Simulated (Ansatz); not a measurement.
# Moving the knobs of a GW run on Rb2CoAgF6 (Fm-3m)

A base run on Rb2CoAgF6 (Fm-3m), then changed inputs.

Program: Ansatz 0.2.0. Level of theory: G0W0 on PBE, plane waves, PAW; PAW set soft_1. Results are calculated unless marked as measured.

In doubt: one-shot GW on d or f shells is unsure, so the values of those runs are not to be relied on.

## (1) The structure

It takes space group Fm-3m (No. 225, cubic). The conventional cell has a = 8.604 Å, b = 8.604 Å, c = 8.604 Å, α = 90.00°, β = 90.00°, γ = 90.00°. Nearest to Rb lie 12 F at 3.05 Å. Nearest to Co lie 6 F at 1.90 Å. Nearest to Ag lie 6 F at 2.41 Å. Nearest to F lie 1 Co at 1.90 Å and 1 Ag at 2.41 Å and 4 Rb at 3.05 Å. Farther neighbours and most contacts between anions are not listed.

The cell and positions are those that the Materials Project relaxed with its own functionals (PBE, PBE+U or r2SCAN), kept fixed.

## (2) The base run: 2×2×2 mesh, 405 empty bands, screening to 108 eV, PAW set soft_1 files

Now the one-shot GW correction: screening in the RPA, then the self-energy of the levels asked for. This step takes PAW set soft_1 files.

input.yaml

```yaml
crystal:
  lattice:
    - [0.0, 4.3018226235, 4.3018226235]
    - [4.3018226235, 0.0, 4.3018226235]
    - [4.3018226235, 4.3018226235, 0.0]
  atoms:
    - { symbol: Rb, position: [0.25, 0.25, 0.25] }
    - { symbol: Rb, position: [0.75, 0.75, 0.75] }
    - { symbol: Co, position: [0.0, 0.0, 0.0] }
    - { symbol: Ag, position: [0.5, 0.5, 0.5] }
    - { symbol: F, position: [0.220346, 0.220346, 0.779654] }
    - { symbol: F, position: [0.220346, 0.779654, 0.779654] }
    - { symbol: F, position: [0.779654, 0.779654, 0.220346] }
    - { symbol: F, position: [0.220346, 0.779654, 0.220346] }
    - { symbol: F, position: [0.779654, 0.220346, 0.779654] }
    - { symbol: F, position: [0.779654, 0.220346, 0.220346] }
kpoints:
  mp_grid: { grid: [2, 2, 2] }
hamiltonian:
  xc: pbe
  pseudopotentials: { kind: paw, azcp: { folder: soft_1 } }
scf:
  occupations: { method: fixed }
gw:
  n_empty_bands: 405
  ecut_chi: 108
  qp_bands: [v3, c3]
  qp_kpoints: band_edges
  screening: { model: contour_deformation }
```

Command:

```
ansatz run input.yaml --threads 2 --pin off --max-ram 92160MiB --backend cuda --events-out ev --progress --plain --runs-dir out --devices 1 --max-vram 13GiB
```

Numbers of over 12 decimals in the logs are rounded to 6 here.

The program printed:

```text
GPUs: using 1 of 1 available (devices: 1).
Engine: ansatz 0.2.0, x86_64-unknown-linux-gnu
Pseudopotentials: kind: paw
Pseudopotential: Rb, paw, valence charge 9, recommended cutoff 420 eV (normal), soft_1/Rb.paw.azcp
Pseudopotential: Co, paw, valence charge 17, recommended cutoff 420 eV (normal), soft_1/Co.paw.azcp
Pseudopotential: Ag, paw, valence charge 19, recommended cutoff 420 eV (normal), soft_1/Ag.paw.azcp
Pseudopotential: F, paw, valence charge 7, recommended cutoff 420 eV (normal), soft_1/F.paw.azcp
Functional definition: PBE
  parameter kappa = 0.804
  parameter beta = 0.066725
  exchange = pbe_x(kappa = kappa, mu = beta*pi^2/3)
  correlation = pbe_c(beta = beta)
device memory: the entry about to start is reckoned to put 2.7 GiB on a device that reports 43.1 GiB free (of which the cap on the GPU budget leaves the run 13.0 GiB)
GPU FFT provider: cuFFT
GPU libraries: cuBLAS 13.8.2, cuFFT 12.4.0, cuSOLVER 12.3.4
Crystal: 10 atoms, lattice volume = 159.216 Å³
Basis set: ecut = 420 eV, 3119 PW (Γ)
Bands: 58, of which v1, the nominal top of the filled ones, is band 48 counted from 1 (47 counted from 0)
Symmetry: 48 space group operations
Space group: Fm-3m (ITA 225), of the structure as read, at distance tolerance 5.4e-5 Å
k-points: 3 of 8
Non-local potential: Rb, projectors of the file, l = 0: 3, l = 1: 2, l = 2: 2
Non-local potential: Co, projectors of the file, l = 0: 3, l = 1: 2, l = 2: 3, l = 3: 1
Non-local potential: Ag, projectors of the file, l = 0: 3, l = 1: 2, l = 2: 2, l = 3: 1
Non-local potential: F, projectors of the file, l = 0: 2, l = 1: 2, l = 2: 1
PAW form: soft (Blöchl's): semilocal exchange-correlation on the pseudo side does not see the compensation charge
PAW one-centre angular grid: Rb, 110 points (default); XC on 64 Gauss nodes
PAW one-centre angular grid: Co, 590 points (default); XC on 64 Gauss nodes
PAW one-centre angular grid: Ag, 590 points (default); XC on 64 Gauss nodes
PAW one-centre angular grid: F, 110 points (default); XC on 64 Gauss nodes
Initial density: superposition of atomic densities (chi_scale 0.1, normalization cell, long waves kept (reshape's long-wave potential 0.02 eV rms))
Initial wavefunctions: pseudopotential atomic-orbital guess
GPU buffer pool allocated for 91125 grid points (all kernels)
GPU transforms: local potential and band sums: pruned to the plane-wave sphere, on 45×45×45
Functional: x = pbe(κ = 0.804, μ = 0.219515), c = pbe(β = 0.066725)
SCF iter   1: F=—  HF=-24130.867807 eV  |F-HF|=—  |Δ(HF+E_count)|=         —  Δρ=3.54e-1  dr2=1.62e2  ethr=3.10e-3  ⟨swp⟩=5.0  Hψ=548  notcnv=0  defer=24
preconditioner: auto → Resta (q_TF=auto, 2.508 Å⁻¹)  ε∞=4.9  [insulator: Δε(μ)=0.181 eV  Ē_g=12.951 eV  n_scr=50 (ndim 8)  ℏωp=25.7 eV  f_vac=0.025  ε∞_Penn≈4.9]
[...]
SCF converged after 14 iterations
Free energy (F): -24106.041624 eV
Harris-Foulkes:  -24106.041624 eV  (|F-HF|=3.03e-9)
Internal energy: -24106.041624 eV  (E = F + TS)
E sigma→0 (E₀):  -24106.041624 eV
Fermi energy:    5.563018 eV
--- Per-component energies (eV) ---
  E_band       = -1129.693593
  E_kinetic    = 2303.479517
  E_local      = -12587.443969  (includes V_loc(G=0)·N_el)
  E_nonlocal   = 1366.180661
  E_hartree    = 5262.340224
  E_xc         = -959.029326
  E_vxc        = -1167.430552  (∫ρ·V_xc dr)
  E_paw        = -12000.646104  (= ΣΔE_a)
  E_vpaw       = -1569.162536  (= ΣTr[D̂ρ^β])
  E_aug_tail   = 0.004491  (compensation charges beyond the density's cutoff)
  E_ewald      = -7490.927116
  E_smearing   = -0.000000  (= −TS)
  E_closure    = -0.000000  (closes the sum)
  Σ components = -24106.041624   (vs F -24106.041624, Δ=0.00e0)
--- Band table (eV) ---
  k-point 0: bands = [... 44 lower, 4.1861, 5.5630, 5.5630, 5.5630, 7.4318, 7.4318, 8.5140, 12.5523, ... 6 higher]
  k-point 1: bands = [... 44 lower, 4.7371, 5.4752, 5.5152, 5.5152, 7.0064, 7.0064, 9.7275, 11.8955, ... 6 higher]
  k-point 2: bands = [... 44 lower, 4.3494, 5.5198, 5.5548, 5.5548, 6.5021, 7.4335, 10.4134, 11.9846, ... 6 higher]
--- G₀W₀: contour deformation, 7 samples at zero and on the imaginary axis and 1 off it, 8 q-points, 405 empty bands' worth ---
  eigenvalues of the whole cell's RPA ε∞ on this k-mesh (on a slab, of 1 + 4πα/V) = 4.0766, 4.0766, 4.0766; static W/v taken at q = 0 is 0.245302
  bands read: the sum over 453 bands ends inside a degenerate multiplet in 1 slot, whose members it reads at an even weight; the widest, k=1: bands 453 to 454 (counted from 1) at 1/2 each
  gw.qp_kpoints: band_edges: 3 of 3 stored k-points solved, in 1 pass; an edge of the gap read off the rows below is read off those points alone
  `?` marks the rows in doubt; gw_qp.tsv's column doubts and the gw_qp event give each row's grounds
    ik  band        ε_KS         Σx   Σc(E_QP)       V_xc       Z   E_QP_lin       E_QP  E_QP is
     0    46      5.5630   -41.9496     8.7263   -32.8610  0.5941     5.1899     5.2007  root ?
     0    47      5.5630   -41.9496     8.7263   -32.8610  0.5941     5.1899     5.2007  root ?
     0    48      5.5630   -41.9496     8.7263   -32.8610  0.5941     5.1899     5.2007  root ?
     0    49      7.4318   -25.4265    -6.2148   -32.8875  0.5970     8.8739     8.6780  root ?
     0    50      7.4318   -25.4265    -6.2148   -32.8875  0.5970     8.8739     8.6780  root ?
     0    51      8.5140    -7.7887    -4.3196   -12.7086  0.7551     9.1347     9.1143  root
     1    46      5.4752   -42.0018     8.8857   -32.7985  0.5842     5.1486     5.1576  root ?
     1    47      5.5152   -42.0658     8.8646   -32.8721  0.5876     5.1768     5.1861  root ?
     1    48      5.5152   -42.0658     8.8646   -32.8721  0.5876     5.1768     5.1861  root ?
[...]
1    51      9.7275    -9.6406    -4.4257   -14.8331  0.8064    10.5841    10.4942  root
[...]
2    48      5.5548   -42.2247     8.8785   -33.0115  0.5899     5.2107     5.2201  root ?
     2    49      6.5021   -21.3892    -6.6190   -29.4154  0.6460     8.0647     7.9094  root ?
     2    50      7.4335   -25.4266    -6.2319   -32.9034  0.5963     8.8778     8.6784  root ?
     2    51     10.4134   -12.2434    -5.0575   -18.3580  4.1294    16.5658    11.4705  root ?
```

The job ended after 15 s (1 × NVIDIA H100 80GB HBM3 (shared by 6 runs) with 2 threads of AMD EPYC 7R13 (Zen 3), shared host; peak memory 1.3 GiB; 14 s of CPU time).

This step gave:

- bands summed: 453
- RPA ε∞ on this mesh (eigenvalues): 4.077, 4.077, 4.077
- plane waves in the screening matrix: 411
- q-points in the mesh: 8
- G0W0 gap on the mesh: 2.689 eV
- k of the valence top: 0, -0.5, -0.5
- k of the conduction bottom: 0, -0.5, -0.5
- starting gap on the mesh: 0.9391 eV
- Z at the valence top: 0.5899
- Z at the conduction bottom: 0.6460
- least direct G0W0 gap on the computed points: 2.689 eV

The gap on the mesh goes from 0.94 eV to 2.69 eV, a correction of +1.75 eV. The program marks an edge row as in doubt. Between the two edge states, bare exchange in place of the xc potential would open the gap by 17.24 eV, and correlation takes back 15.50 eV.

## (3) Variant: no symmetry

input.yaml: that of step 2 with these lines changed.

```diff
@@ -16,2 +16,3 @@
     - { symbol: F, position: [0.779654, 0.220346, 0.220346] }
+  symmetry: { detect: false }
 kpoints:
@@ -24,4 +25,4 @@
 gw:
-  n_empty_bands: 405
-  ecut_chi: 108
+  n_empty_bands: 168
+  ecut_chi: 60
   qp_bands: [v3, c3]
```

The program printed:

```text
GPUs: using 1 of 1 available (devices: 1).
[...]
GPU FFT provider: cuFFT
GPU libraries: cuBLAS 13.8.2, cuFFT 12.4.0, cuSOLVER 12.3.4
Crystal: 10 atoms, lattice volume = 159.216 Å³
Basis set: ecut = 420 eV, 3119 PW (Γ)
Bands: 58, of which v1, the nominal top of the filled ones, is band 48 counted from 1 (47 counted from 0)
Symmetry: 1 space group operations
k-points: 8
[...]
GPU buffer pool allocated for 91125 grid points (all kernels)
[...]
SCF iter   1: F=—  HF=-24130.867986 eV  |F-HF|=—  |Δ(HF+E_count)|=         —  Δρ=3.54e-1  dr2=1.62e2  ethr=3.10e-3  ⟨swp⟩=5.0  Hψ=1465  notcnv=0  defer=64
[...]
SCF iter  14: F=-24106.041624 eV  HF=-24106.041624 eV  |F-HF|=3.03e-8  |Δ(HF+E_count)|=   2.50e-7  Δρ=8.26e-6  dr2=6.87e-8  ethr=1.04e-10  ⟨swp⟩=11.9  Hψ=1877  notcnv=0
SCF 1 converged in 14 iterations: F = -24106.041624 eV  dr2 = 6.87e-8
[...]
NSCF: frozen V_eff on 8 k-points
[...]
G₀W₀ screening: q 1/8
[... further progress lines ...]
[...]
SCF converged after 14 iterations
Free energy (F): -24106.041624 eV
[...]
Internal energy: -24106.041624 eV  (E = F + TS)
E sigma→0 (E₀):  -24106.041624 eV
Fermi energy:    5.563053 eV
[...]
--- Band table (eV; the first three rows and the last of 8) ---
  k-point 0: bands = [... 44 lower, 4.1861, 5.5630, 5.5630, 5.5631, 7.4319, 7.4319, 8.5140, 12.5523, ... 6 higher]
  k-point 1: bands = [... 44 lower, 4.7371, 5.4752, 5.5153, 5.5153, 7.0064, 7.0064, 9.7275, 11.8955, ... 6 higher]
[...]
0    51      8.5140    -7.7887    -4.2112   -12.7086  0.7564     9.2521     9.2228  root
     1    46      5.4752   -42.0018     8.6638   -32.7985  0.5948     4.9094     4.9357  root ?
     1    47      5.5153   -42.0658     8.6426   -32.8721  0.5980     4.9377     4.9642  root ?
     1    48      5.5153   -42.0658     8.6426   -32.8721  0.5980     4.9377     4.9642  root ?
     1    49      7.0064   -23.9108    -6.7310   -32.3182  0.6178     9.0157     8.6828  root ?
     1    50      7.0064   -23.9108    -6.7310   -32.3182  0.6178     9.0157     8.6828  root ?
     1    51      9.7275    -9.6406    -4.2891   -14.8331  0.8146    10.7571    10.6309  root ?
[...]
3    46      5.5199   -41.9318     8.5496   -32.8234  0.6004     4.9338     4.9611  root
     3    47      5.5548   -42.2247     8.6539   -33.0115  0.6001     4.9688     4.9955  root
     3    48      5.5548   -42.2247     8.6539   -33.0115  0.6001     4.9688     4.9955  root
[...]
5    46      5.5199   -41.9317     8.5496   -32.8233  0.6004     4.9338     4.9611  root
     5    47      5.5548   -42.2248     8.6539   -33.0115  0.6001     4.9688     4.9955  root
     5    48      5.5548   -42.2248     8.6539   -33.0115  0.6001     4.9688     4.9955  root
[...]
6    46      5.5199   -41.9318     8.5496   -32.8234  0.6004     4.9338     4.9611  root
     6    47      5.5548   -42.2247     8.6539   -33.0115  0.6001     4.9688     4.9955  root
     6    48      5.5548   -42.2247     8.6539   -33.0115  0.6001     4.9688     4.9955  root
[...]
7    48      5.5153   -42.0658     8.6426   -32.8721  0.5980     4.9377     4.9642  root ?
     7    49      7.0064   -23.9108    -6.7310   -32.3182  0.6178     9.0157     8.6828  root ?
     7    50      7.0064   -23.9108    -6.7310   -32.3182  0.6178     9.0157     8.6828  root ?
     7    51      9.7275    -9.6406    -4.2891   -14.8331  0.8146    10.7571    10.6309  root ?
```

It took 15 s on 1 × NVIDIA H100 80GB HBM3 (shared by 6 runs) with 2 threads; peak memory 1.2 GiB; 17 s of CPU time.

The G0W0 gap on the mesh is 3.202 eV.

Against the base:

```
              setting  base  variant
          empty bands   405      168
screening cutoff (eV)   108       60
   symmetry detection     -    false
```

```
                                    quantity  variant   base
                    starting gap on the mesh    0.939  0.939
                        G0W0 gap on the mesh    3.202  2.689
least direct G0W0 gap on the computed points    3.202  2.689
                        Z at the valence top    0.600  0.590
                  Z at the conduction bottom    0.652  0.646
```

## (4) Variant: coarser q mesh

input.yaml: that of step 3 with these lines changed.

```diff
@@ -16,3 +16,2 @@
     - { symbol: F, position: [0.779654, 0.220346, 0.220346] }
-  symmetry: { detect: false }
 kpoints:
@@ -25,4 +24,4 @@
 gw:
-  n_empty_bands: 168
-  ecut_chi: 60
+  n_empty_bands: 361
+  ecut_chi: 100
   qp_bands: [v3, c3]
@@ -30 +29,2 @@
   screening: { model: contour_deformation }
+  q_mesh: [1, 1, 1]
```

The program printed:

```text
GPUs: using 1 of 1 available (devices: 1).
[...]
GPU FFT provider: cuFFT
GPU libraries: cuBLAS 13.8.2, cuFFT 12.4.0, cuSOLVER 12.3.4
Crystal: 10 atoms, lattice volume = 159.216 Å³
Basis set: ecut = 420 eV, 3119 PW (Γ)
Bands: 58, of which v1, the nominal top of the filled ones, is band 48 counted from 1 (47 counted from 0)
Symmetry: 48 space group operations
[...]
k-points: 3 of 8
[...]
GPU buffer pool allocated for 91125 grid points (all kernels)
[...]
SCF iter   1: F=—  HF=-24130.867807 eV  |F-HF|=—  |Δ(HF+E_count)|=         —  Δρ=3.54e-1  dr2=1.62e2  ethr=3.10e-3  ⟨swp⟩=5.0  Hψ=548  notcnv=0  defer=24
[...]
SCF iter  14: F=-24106.041624 eV  HF=-24106.041624 eV  |F-HF|=3.03e-9  |Δ(HF+E_count)|=   7.98e-8  Δρ=2.45e-6  dr2=8.46e-9  ethr=1.04e-10  ⟨swp⟩=10.3  Hψ=607  notcnv=0
SCF 1 converged in 14 iterations: F = -24106.041624 eV  dr2 = 8.46e-9
[...]
G₀W₀ screening: q 1/1
[... further progress lines ...]
[...]
SCF converged after 14 iterations
Free energy (F): -24106.041624 eV
[...]
Internal energy: -24106.041624 eV  (E = F + TS)
E sigma→0 (E₀):  -24106.041624 eV
Fermi energy:    5.563018 eV
[...]
--- Band table (eV) ---
  k-point 0: bands = [... 44 lower, 4.1861, 5.5630, 5.5630, 5.5630, 7.4318, 7.4318, 8.5140, 12.5523, ... 6 higher]
  k-point 1: bands = [... 44 lower, 4.7371, 5.4752, 5.5152, 5.5152, 7.0064, 7.0064, 9.7275, 11.8955, ... 6 higher]
  k-point 2: bands = [... 44 lower, 4.3494, 5.5198, 5.5548, 5.5548, 6.5021, 7.4335, 10.4134, 11.9846, ... 6 higher]
[...]
0    46      5.5630   -42.2178     8.7789   -32.8610  0.6047     4.9563     4.9851  root
     0    47      5.5630   -42.2178     8.7789   -32.8610  0.6047     4.9563     4.9851  root
     0    48      5.5630   -42.2178     8.7789   -32.8610  0.6047     4.9563     4.9851  root
     0    49      7.4318   -26.0807    -5.3768   -32.8875  0.6282     9.0538     8.8618  root ?
     0    50      7.4318   -26.0807    -5.3768   -32.8875  0.6282     9.0538     8.8618  root ?
     0    51      8.5140    -7.3320    -4.8328   -12.7086  0.7154     9.0774     9.0578  root
     1    46      5.4752   -42.0223     8.7874   -32.7985  0.5987     5.0231     5.0388  root ?
     1    47      5.5152   -42.1764     8.8376   -32.8721  0.5995     5.0305     5.0485  root ?
     1    48      5.5152   -42.1764     8.8376   -32.8721  0.5995     5.0305     5.0485  root ?
     1    49      7.0064   -22.9725    -7.6902   -32.3182  0.6163     8.9705     8.6619  root ?
     1    50      7.0064   -22.9725    -7.6902   -32.3182  0.6163     8.9705     8.6619  root ?
     1    51      9.7275    -9.4520    -4.6923   -14.8331  0.7062    10.4499    10.4163  root
     2    46      5.5198   -42.0372     8.7085   -32.8234  0.6026     4.9933     5.0146  root
     2    47      5.5548   -42.4388     8.9155   -33.0115  0.5997     5.0211     5.0431  root ?
     2    48      5.5548   -42.4388     8.9155   -33.0115  0.5997     5.0211     5.0431  root ?
     2    49      6.5021   -20.2625    -7.6015   -29.4154  0.6308     8.3008     8.0535  root ?
     2    50      7.4335   -26.0099    -5.4250   -32.9034  0.6275     9.1085     8.9020  root ?
     2    51     10.4134   -12.0648    -5.2765   -18.3580  0.8270    11.7355    11.4301  root ?
```

The job ended after 11 s (1 × NVIDIA H100 80GB HBM3 (shared by 6 runs) with 2 threads; peak memory 1.2 GiB; 9.5 s of CPU time).

Against the base:

```
              setting  base    variant
          empty bands   405        361
screening cutoff (eV)   108        100
               q mesh     -  [1, 1, 1]
```

```
                                    quantity  variant   base
                    starting gap on the mesh    0.939  0.939
                        G0W0 gap on the mesh    3.005  2.689
least direct G0W0 gap on the computed points    3.010  2.689
                        Z at the valence top    0.599  0.590
                  Z at the conduction bottom    0.631  0.646
```

## (5) Outcome

- base: 2.69 eV, 15 s
- no symmetry: 3.20 eV, 15 s
- coarser q mesh: 3.01 eV, 11 s

**Reading.** No symmetry: the gap moves by +0.51 eV. The variant differs from the base in empty bands, screening cutoff and symmetry detection together, so the change can't be laid to one of them. Symmetry itself changes the cost, not the physics. Coarser q mesh: the gap moves by +0.32 eV; such settings are too crude to quote. The variant differs from the base in empty bands, screening cutoff and q mesh together, so the change can't be laid to one of them. All runs here use a coarse mesh and modest cutoffs; they test settings and are not final values. The 2×2×2 mesh is coarse for this cell (its supercell is 12 Å along the shortest edge). The RPA ε∞ on it, from the PBE start, is 4.08; such meshes misread the long-range screening, most where the gap is narrow. The runs have no spin polarisation. For a closed low-spin shell that is the natural state; where a d or f shell is open it is a constraint, and the gap is then not the crystal's own. A d shell, filled or nearly so, lies near the gap. One-shot GW converges very slowly in bands there, not always from below, and on a semilocal start the gap tends to come out low; starts rich in exact exchange can overshoot instead. With d states at the gap, one-shot GW leans hard on its start. The many-body steps are scalar-relativistic: spin-orbit coupling is not in them. The program marks a band-edge row as in doubt, so the gap is less sure than its digits.

[Paths, hosts, dates, memory and timing lines, banners, echoed tables and standing remarks are left out of the program output.]

[Logs are printed without paths, hosts, clocks, repeated set-up lines and the standing remarks that a program may print on its own settings, such as how far it seeks lower states.]

[Runs of the session that timed out or met a known fault of the program may be left out.]

[Cells called generated may have been cut or substituted from an entry of the Crystallography Open Database or the Materials Project.]

[Hosts, paths, dates, database ids (printed as entryN), source tags and the programs' standing remarks are cut or masked in the printed files.]
